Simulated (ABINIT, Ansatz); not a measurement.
# A GW run on Te2Mo (P6_3/mmc) in ABINIT, with inputs changed

A base run on Te2Mo (P6_3/mmc), then changed inputs.

Calculated with ABINIT 10.8.3; PBE and many-body steps on it, plane waves.

Most raw output is cut from this account.

## Step 1: Set-up

The structure is hexagonal, space group P6_3/mmc (No. 194). Conventional cell: a = 3.518 Å, b = 3.518 Å, c = 13.974 Å, α = 90.00°, β = 90.00°, γ = 120.00°. Nearest to Te lie 3 Mo at 2.72 Å. Nearest to Mo lie 6 Te at 2.72 Å. Farther neighbours and most contacts between anions are not listed.

The cell and positions come from the Crystallography Open Database and are kept as given unless a step says otherwise. Spin-orbit coupling is left out unless a step names it.

## Step 2: Screening, 3×3×1 mesh, 342 bands, screening to 141.5 eV

This step: ABINIT 10.8.3; RPA screening on PBE, plane waves, norm-conserving pseudopotentials.

The RPA dielectric matrix is built and inverted for each q.

Contents of run.abi:

```
acell 3*1.0 Angstrom
rprim 
  3.518200000003 -0.000000000001 0.000000000000
  -1.759100000001 3.046850575598 0.000000000000
  0.000000000000 0.000000000000 13.973600000000
ntypat 2
znucl 52 42
natom 6
typat 1 1 1 1 2 2
xred 
  0.333333333333 0.666666666667 0.621000000000
  0.666666666667 0.333333333333 0.121000000000
  0.333333333333 0.666666666667 0.879000000000
  0.666666666667 0.333333333333 0.379000000000
  0.333333333333 0.666666666667 0.250000000000
  0.666666666667 0.333333333333 0.750000000000
pp_dirpath "pseudos"
pseudos "Te.upf, Mo.upf"
ecut 39
ngkpt 3 3 1
nshiftk 1
shiftk 0 0 0
kptopt 1
chksymbreak 0
istwfk *1
occopt 1
irdwfk 1
optdriver 3
nband 342
ecuteps 5.2
inclvkb 2
awtr 1
symchi 1
indata_prefix "in"
outdata_prefix "out"
tmpdata_prefix "tmp"
```

Command:

```sh
> OMP_NUM_THREADS=1 mpirun -n 8 abinit run.abi > log
```

The job ended after 2.7 min (8 MPI ranks of Intel Xeon Platinum 8488C (Sapphire Rapids), shared host; peak memory 4.6 GiB).

This step gave:

* ε∞ with local fields, on this mesh, along the program's q direction: 20.43
* the same without local fields: 23.15
* plasma frequency: 33.79 eV
* plane waves in the screening matrix: 573

Local fields lower ε∞ by 12 %. On a Γ-centred mesh this coarse the value itself is usually too large, while a short band sum pulls it down.

## Step 3: Base

The self-energy is evaluated for the states that the input lists, and the levels follow from it, in one-shot runs by the linearised quasiparticle equation.

This step: G0W0 on PBE, plane waves, norm-conserving pseudopotentials.

run.abi, as its differences from that of step 2:

```diff
@@ -27,8 +27,17 @@
 irdwfk 1
-optdriver 3
+optdriver 4
 nband 342
+gwcalctyp 0
+ecutsigx 39
+symsigma 1
+nkptgw 2
+kptgw 
+  0.0000000000 0.0000000000 0.0000000000
+  0.3333333333 0.3333333333 0.0000000000
+bdgw 
+  61 64
+  61 64
 ecuteps 5.2
-inclvkb 2
-awtr 1
-symchi 1
+irdscr 1
+ppmodel 1
 indata_prefix "in"
```

Wall time 22 s (8 MPI ranks); peak memory 2.7 GiB; 3 min of CPU time.

Numbers from this step:

```
G0W0 gap on the points computed              : 1.430 eV
starting gap on the mesh                     : 0.9744 eV
k of the valence top                         : 0, 0, 0
k of the conduction bottom                   : 0.3333, 0.3333, 0
Z at the valence top                         : 0.779
Z at the conduction bottom                   : 0.769
least direct G0W0 gap on the computed points : 1.455 eV
```

The gap on the mesh goes from 0.97 eV to 1.43 eV, a correction of +0.46 eV.

## Step 4: Exchange cutoff of one hartree

run.abi, as its differences from that of step 3:

```diff
@@ -30,3 +30,3 @@
 gwcalctyp 0
-ecutsigx 39
+ecutsigx 1
 symsigma 1
```

It took 6.4 s on 8 MPI ranks; peak memory 1.7 GiB; 49 s of CPU time.

The run ended normally, though the input holds a fault or crude settings.

The fault put into this input: exchange cutoff of one hartree. It printed a gap of 1.69 eV, an artefact of the input.

## Step 5: Side by side

Times are wall times on 8 MPI ranks of Intel Xeon Platinum 8488C (Sapphire Rapids), shared host, good to a factor of about two. A run's time includes the screening step that it read.

```csv
run,mesh,bands,screening cutoff (eV),DFT gap (eV),gap on the mesh (eV),direct (eV),ε∞ used,time
base,3×3×1,342,141.5,0.974,1.430,1.455,20.43,3.1 min
```

## Step 6: Outcome

```yaml
base: 1.430 eV
known_limits: not at the basis limit; no spin-orbit coupling; coarse k mesh
```

**Reading.** Bands and cutoff are finite, so the gap is not at the basis limit. The miss can reach some tenths of an eV and take either sign; the mesh is an error of its own. In the G0W0 run levels were corrected at 2 k points alone, so a gap called «on the mesh» is the least over those, and an edge elsewhere would be missed. A denser mesh or path gives a starting gap of 0.83 eV: the GW mesh misses a band edge, so its gaps are not the fundamental one. The 3×3×1 mesh is coarse for this cell, which bears on the long-range parts of exchange and screening. The many-body steps are scalar-relativistic: spin-orbit coupling is not in them.

[Paths, hosts, dates, memory and timing lines, banners, echoed tables and standing remarks are left out of the program output.]

[Logs are printed without paths, hosts, clocks, repeated set-up lines and the standing remarks that a program may print on its own settings, such as how far it seeks lower states.]

[Runs of the session that timed out or met a known fault of the program may be left out.]

[Hosts, paths, dates, database ids (printed as entryN), source tags and the programs' standing remarks are cut or masked in the printed files.]

[G0W0 gaps are taken among the corrected bands and points alone; a level outside them can change the order at an edge.]

[Where Ansatz stands beside ABINIT at settings called matched, ABINIT's density can come from a denser mesh and the files from another edition; pairs whose starting gaps differed by over 0.03 eV were left out, so agreement reads better than it is.]
